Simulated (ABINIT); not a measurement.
## Quasiparticle gap of InGaN2 (P3m1) in ABINIT

How does a plane-wave GW calculation on InGaN2 (P3m1) run from the first input to the gap?

Program: ABINIT 10.8.3. Level of theory: LDA and many-body steps on it, plane waves. Values are calculated unless marked as measured.

This is a report of a sequence of runs, with the program logs left out and the cost of each run kept.

**1. Set-up**

Symmetry: P3m1, No. 156, trigonal system. The conventional cell has a = 3.399 Å, b = 3.399 Å, c = 5.552 Å, α = 90.00°, β = 90.00°, γ = 120.00°. In has 4 N at 2.13 to 2.20 Å nearest. Nearest to Ga lie 4 N at 1.94 to 2.05 Å. Nearest to N lie 1 Ga at 1.94 Å and 3 In at 2.13 Å. Nearest to N lie 3 Ga at 2.05 Å and 1 In at 2.20 Å. Farther neighbours, and contacts between anions beyond the nearest, are not listed.

Structure file:

```cif
data_structure
_symmetry_space_group_name_H-M 'P 1'
_symmetry_Int_Tables_number 1
_cell_length_a 3.3993
_cell_length_b 3.3993
_cell_length_c 5.5516
_cell_angle_alpha 90.000
_cell_angle_beta 90.000
_cell_angle_gamma 120.000
_cell_volume 55.56
loop_
_atom_site_label
_atom_site_type_symbol
_atom_site_fract_x
_atom_site_fract_y
_atom_site_fract_z
_atom_site_occupancy
In1 In 0.00000 0.00000 0.99840 1
Ga2 Ga 0.66667 0.33333 0.49536 1
N3 N 0.66667 0.33333 0.14562 1
N4 N 0.00000 0.00000 0.60222 1
```

The cell and positions are those that the Materials Project relaxed with its own functionals (PBE, PBE+U or r2SCAN), kept fixed.

**2. Ground state**

This step: ABINIT 10.8.3; DFT, LDA, plane waves, norm-conserving pseudopotentials.

The ground-state density comes first.

run.abi reads:

```
acell 3*1.0 Angstrom
rprim 
  3.399288205422 -0.000000000005 0.000000000000
  -1.699644102707 2.943869940683 0.000000000000
  0.000000000000 0.000000000000 5.551613000000
ntypat 3
znucl 49 31 7
natom 4
typat 1 2 3 3
xred 
  0.000000000000 0.000000000000 0.998402000000
  0.666666666667 0.333333333333 0.495356000000
  0.666666666667 0.333333333333 0.145617000000
  0.000000000000 0.000000000000 0.602224000000
pp_dirpath "pseudos"
pseudos "In.upf, Ga.upf, N.upf"
ecut 45
ngkpt 6 6 4
nshiftk 1
shiftk 0 0 0
kptopt 1
chksymbreak 0
nband 32
occopt 1
tolvrs 1e-10
nstep 60
prtwf 0
optforces 0
optstress 0
indata_prefix "in"
outdata_prefix "out"
tmpdata_prefix "tmp"
```

Launch:

```
> OMP_NUM_THREADS=1 mpirun -n 8 abinit run.abi > log
```

The job ended after 27 s (8 MPI ranks of Intel Xeon 6975P-C (Granite Rapids), shared host; peak memory 0.76 GiB; 3.5 min of CPU time).

Numbers from this step:

| Property | Result |
| --- | --- |
| total energy | -12736.3455 eV |
| gap | 0.2351 eV |
| k of the valence top | 0, 0, 0 |
| k of the conduction bottom | 0, 0, 0 |
| least direct gap | 0.2351 eV |

The gap is direct, at Γ.

**3. Bands along the symmetry lines**

Levels along a band path, at the cheap level, show where the edges lie and whether the meshes to come will hold them.

run.abi reads:

```
acell 3*1.0 Angstrom
rprim 
  3.399288205422 -0.000000000005 0.000000000000
  -1.699644102707 2.943869940683 0.000000000000
  0.000000000000 0.000000000000 5.551613000000
ntypat 3
znucl 49 31 7
natom 4
typat 1 2 3 3
xred 
  0.000000000000 0.000000000000 0.998402000000
  0.666666666667 0.333333333333 0.495356000000
  0.666666666667 0.333333333333 0.145617000000
  0.000000000000 0.000000000000 0.602224000000
pp_dirpath "pseudos"
pseudos "In.upf, Ga.upf, N.upf"
ecut 45
iscf -2
irdden 1
kptopt 0
nkpt 75
kpt 
  0.00000000 0.00000000 0.00000000
  0.06250000 0.00000000 0.00000000
  0.12500000 0.00000000 0.00000000
  0.18750000 0.00000000 0.00000000
  0.25000000 0.00000000 0.00000000
  0.31250000 0.00000000 0.00000000
  0.37500000 0.00000000 0.00000000
  0.43750000 0.00000000 0.00000000
  0.50000000 0.00000000 0.00000000
  0.47916667 0.04166667 0.00000000
  0.45833333 0.08333333 0.00000000
  0.43750000 0.12500000 0.00000000
  0.41666666 0.16666666 0.00000000
  0.39583333 0.20833333 0.00000000
  0.37500000 0.25000000 0.00000000
  0.35416666 0.29166666 0.00000000
  0.33333333 0.33333333 0.00000000
  0.29166666 0.29166666 0.00000000
  0.25000000 0.25000000 0.00000000
  0.20833333 0.20833333 0.00000000
  0.16666666 0.16666666 0.00000000
  0.12500000 0.12500000 0.00000000
  0.08333333 0.08333333 0.00000000
  0.04166667 0.04166667 0.00000000
  0.00000000 0.00000000 0.00000000
  0.00000000 0.00000000 0.06250000
  0.00000000 0.00000000 0.12500000
  0.00000000 0.00000000 0.18750000
  0.00000000 0.00000000 0.25000000
  0.00000000 0.00000000 0.31250000
  0.00000000 0.00000000 0.37500000
  0.00000000 0.00000000 0.43750000
  0.00000000 0.00000000 0.50000000
  0.06250000 0.00000000 0.50000000
  0.12500000 0.00000000 0.50000000
  0.18750000 0.00000000 0.50000000
  0.25000000 0.00000000 0.50000000
  0.31250000 0.00000000 0.50000000
  0.37500000 0.00000000 0.50000000
  0.43750000 0.00000000 0.50000000
  0.50000000 0.00000000 0.50000000
  0.47916667 0.04166667 0.50000000
  0.45833333 0.08333333 0.50000000
  0.43750000 0.12500000 0.50000000
  0.41666666 0.16666666 0.50000000
  0.39583333 0.20833333 0.50000000
  0.37500000 0.25000000 0.50000000
  0.35416666 0.29166666 0.50000000
  0.33333333 0.33333333 0.50000000
  0.29166666 0.29166666 0.50000000
  0.25000000 0.25000000 0.50000000
  0.20833333 0.20833333 0.50000000
  0.16666666 0.16666666 0.50000000
  0.12500000 0.12500000 0.50000000
  0.08333333 0.08333333 0.50000000
  0.04166667 0.04166667 0.50000000
  0.00000000 0.00000000 0.50000000
  0.50000000 0.00000000 0.50000000
  0.50000000 0.00000000 0.43750000
  0.50000000 0.00000000 0.37500000
  0.50000000 0.00000000 0.31250000
  0.50000000 0.00000000 0.25000000
  0.50000000 0.00000000 0.18750000
  0.50000000 0.00000000 0.12500000
  0.50000000 0.00000000 0.06250000
  0.50000000 0.00000000 0.00000000
  0.33333333 0.33333333 0.50000000
  0.33333333 0.33333333 0.43750000
  0.33333333 0.33333333 0.37500000
  0.33333333 0.33333333 0.31250000
  0.33333333 0.33333333 0.25000000
  0.33333333 0.33333333 0.18750000
  0.33333333 0.33333333 0.12500000
  0.33333333 0.33333333 0.06250000
  0.33333333 0.33333333 0.00000000
istwfk *1
nband 33
nbdbuf 2
tolwfr 1e-08
nstep 40
prtwf 0
prtvol 0
indata_prefix "in"
outdata_prefix "out"
tmpdata_prefix "tmp"
```

Run time: 25 s. Hardware: 8 MPI ranks; peak memory 0.8 GiB.

Read from the output:

```
gap                        : 0.2351 eV
k of the valence top       : 0, 0, 0
k of the conduction bottom : 0, 0, 0
least direct gap           : 0.2351 eV
```

The gap is 0.235 eV, as in the run before at this level.

Electronic bands along the path, in eV, zero at the top of the highest filled band:

```csv
point,band 23,band 24,band 25,band 26,band 27,band 28,band 29,band 30
Γ,-1.16,-0.30,0.00,0.00,0.24,3.07,7.27,8.77
halfway,-2.68,-1.93,-0.76,-0.43,2.65,4.69,6.38,7.44
M,-3.80,-2.58,-2.06,-0.87,3.84,4.67,4.99,7.19
halfway,-3.85,-3.19,-2.19,-1.61,4.79,4.86,5.71,6.95
K,-4.59,-2.81,-2.61,-2.31,4.58,5.95,5.96,7.29
halfway,-3.27,-2.28,-0.95,-0.83,3.17,5.32,6.58,6.73
Γ,-1.16,-0.30,0.00,0.00,0.24,3.07,7.27,8.77
halfway,-1.05,-1.05,-0.11,-0.11,1.57,3.09,6.84,8.80
A,-0.92,-0.92,-0.26,-0.26,2.43,3.04,6.31,8.35
halfway,-2.19,-1.64,-1.56,-0.88,3.32,4.30,6.09,7.18
L,-2.11,-2.10,-1.55,-1.46,3.18,3.68,5.99,7.58
halfway,-3.14,-2.56,-1.82,-1.28,4.07,4.42,6.33,7.21
H,-3.89,-3.41,-1.74,-1.18,5.05,5.30,5.75,6.76
halfway,-2.24,-1.98,-1.58,-1.42,3.60,4.85,6.04,7.10
A,-0.92,-0.92,-0.26,-0.26,2.43,3.04,6.31,8.35
jump to L,-2.11,-2.10,-1.55,-1.46,3.18,3.68,5.99,7.58
halfway,-3.07,-2.39,-1.60,-1.11,3.21,4.35,5.66,7.25
M,-3.80,-2.58,-2.06,-0.87,3.84,4.67,4.99,7.19
jump to H,-3.89,-3.41,-1.74,-1.18,5.05,5.30,5.75,6.76
halfway,-4.41,-2.74,-2.26,-1.85,5.11,5.55,5.74,7.17
K,-4.59,-2.81,-2.61,-2.31,4.58,5.95,5.96,7.29
```

**4. Empty states on the mesh, 3×3×2 mesh, 101 bands**

The sums over transitions need many empty states on a uniform mesh; this step solves for them.

run.abi reads:

```
acell 3*1.0 Angstrom
rprim 
  3.399288205422 -0.000000000005 0.000000000000
  -1.699644102707 2.943869940683 0.000000000000
  0.000000000000 0.000000000000 5.551613000000
ntypat 3
znucl 49 31 7
natom 4
typat 1 2 3 3
xred 
  0.000000000000 0.000000000000 0.998402000000
  0.666666666667 0.333333333333 0.495356000000
  0.666666666667 0.333333333333 0.145617000000
  0.000000000000 0.000000000000 0.602224000000
pp_dirpath "pseudos"
pseudos "In.upf, Ga.upf, N.upf"
ecut 45
ngkpt 3 3 2
nshiftk 1
shiftk 0 0 0
kptopt 1
chksymbreak 0
iscf -2
irdden 1
istwfk *1
nband 101
nbdbuf 8
tolwfr 1e-09
nstep 60
prtvol 0
indata_prefix "in"
outdata_prefix "out"
tmpdata_prefix "tmp"
```

The job ended after 14 s (8 MPI ranks; peak memory 0.67 GiB).

Read from the output:

- gap: 0.2351 eV
- k of the valence top: 0, 0, 0
- k of the conduction bottom: 0, 0, 0
- least direct gap: 0.2351 eV
- k points computed: 6
- lowest point of the top converged band, above the valence top: 57.8117 eV

On this mesh the gap is 0.235 eV.

**5. Screening, 3×3×2 mesh, 93 bands, screening to 130.6 eV**

The RPA dielectric matrix is built and inverted for each q.

This step: RPA screening on LDA, plane waves, norm-conserving pseudopotentials.

run.abi, as its differences from that of step 4:

```diff
@@ -22,10 +22,11 @@
 chksymbreak 0
-iscf -2
-irdden 1
 istwfk *1
-nband 101
-nbdbuf 8
-tolwfr 1e-09
-nstep 60
-prtvol 0
+occopt 1
+irdwfk 1
+optdriver 3
+nband 93
+ecuteps 4.8
+inclvkb 2
+awtr 1
+symchi 1
 indata_prefix "in"
```

Wall time 13 s (8 MPI ranks); peak memory 1.6 GiB; 1.7 min of CPU time.

This step gave:

| Quantity | Value |
| --- | --- |
| ε∞ with local fields, on this mesh | 732.4 |
| ε∞ without local fields, on this mesh | 947.9 |
| plasma frequency | 35.92 eV |
| plane waves in the screening matrix | 197 |

Local fields lower ε∞ by 23 %. The value itself is an artefact of the mesh, where one narrow direct gap carries too much weight.

**6. Self-energy, 3×3×2 mesh, 93 bands, screening to 130.6 eV**

The self-energy is evaluated for the states that the input lists, and the quasiparticle equation is solved.

This step: G0W0 on LDA, plane waves, norm-conserving pseudopotentials.

run.abi, as its differences from that of step 5:

```diff
@@ -25,8 +25,15 @@
 irdwfk 1
-optdriver 3
+optdriver 4
 nband 93
+gwcalctyp 0
+ecutsigx 45
+symsigma 1
+nkptgw 1
+kptgw 
+  0.0000000000 0.0000000000 0.0000000000
+bdgw 
+  25 28
 ecuteps 4.8
-inclvkb 2
-awtr 1
-symchi 1
+irdscr 1
+ppmodel 1
 indata_prefix "in"
```

Run time: 3.8 s. Hardware: 8 MPI ranks; peak memory 0.88 GiB.

This step gave:

```
G0W0 gap on the mesh                         : 0.7220 eV
starting gap on the mesh                     : 0.2351 eV
k of the valence top                         : 0, 0, 0
k of the conduction bottom                   : 0, 0, 0
Z at the valence top                         : 0.776
Z at the conduction bottom                   : 0.806
least direct G0W0 gap on the computed points : 0.7220 eV
```

The gap on the mesh goes from 0.24 eV to 0.72 eV, a correction of +0.49 eV.

Limits: finite bands, cutoff and mesh; no spin-orbit coupling; coarse k mesh. v1 is the top filled band, c1 the lowest empty one. The levels before and after the correction (eV, zero at the valence-band top of each column):

```csv
,conduction bottom,valence top
Kohn-Sham,0.24,0.00
G0W0,0.72,0.00
```

```csv
,level,energy (eV)
Kohn-Sham,Γ v2-v1,0.000
Kohn-Sham,Γ c1,0.235
Kohn-Sham,Γ c2,3.066
G0W0,Γ v2-v1,0.000
G0W0,Γ c1,0.722
G0W0,Γ c2,3.801
```

**7. Where the time went**

Times are wall times on 8 MPI ranks of Intel Xeon 6975P-C (Granite Rapids), shared host, good to a factor of about two.

```csv
step,time,share,memory (GiB)
ground state,27 s,32 %,0.76
bands along the symmetry lines,25 s,30 %,0.8
empty states on the mesh,14 s,17 %,0.67
screening,13 s,16 %,1.6
self-energy,3.8 s,4 %,0.88
```

**8. What came out**

| Property | Result |
| --- | --- |
| LDA gap | 0.24 eV, direct |
| G0W0 gap on the mesh | 0.72 eV |
| GW settings | 3×3×2 mesh, 93 bands, screening to 130.6 eV, Godby-Needs plasmon pole |
| known limits | short of the basis limit; screening runs away on this mesh; no spin-orbit coupling; coarse k mesh |

In words: G0W0 moves the gap on the mesh from 0.24 eV to 0.72 eV (+0.49 eV), with Z of 0.78 and 0.81 at the edges. Local fields lower the RPA ε∞ on this mesh from 947.95 to 732.40; a Γ-centred mesh this coarse tends to raise both, most where the direct gap is narrow, while a short band sum lowers them. Bands and cutoff are finite, so the gap stands short of the basis limit, usually by up to a few tenths of an eV; the mesh is an error of its own. The 3×3×2 mesh is coarse for this cell, which bears on the long-range parts of exchange and screening. On this mesh the RPA ε∞ passes 90, more than nearly any semiconductor shows; a coarse mesh does this where one point with a narrow direct gap carries much weight. The screening is then too strong, and the G0W0 gap should not be taken as the material's. The many-body steps are scalar-relativistic: spin-orbit coupling is not in them.

[Long decimals in the printed logs are rounded to 6 places.]

[Logs are printed without paths, hosts, clocks, repeated set-up lines and the standing remarks that a program may print on its own settings, such as how far it seeks lower states.]

[Paths, hosts, dates, memory and timing lines, banners, echoed tables and standing remarks are left out of the program output; an Ansatz launch command may be rebuilt from the run's recorded settings. Measured values are a selection of at most five: reports struck by readers or far from the other reports are left out. None is set beside runs whose start may be inverted or whose files or cutoffs have a known fault.]

[Runs of the session that timed out or met a known fault of the program may be left out.]

[Hosts, paths, dates, database ids (printed as entryN), source tags and the programs' standing remarks are cut or masked in the printed files.]

[G0W0 gaps are taken among the corrected bands and points alone; a level outside them can change the order at an edge.]

[Where Ansatz stands beside ABINIT at settings called matched, ABINIT's density can come from a denser mesh and the files from another edition; pairs whose starting gaps differed by over 0.03 eV were left out, so agreement reads better than it is.]
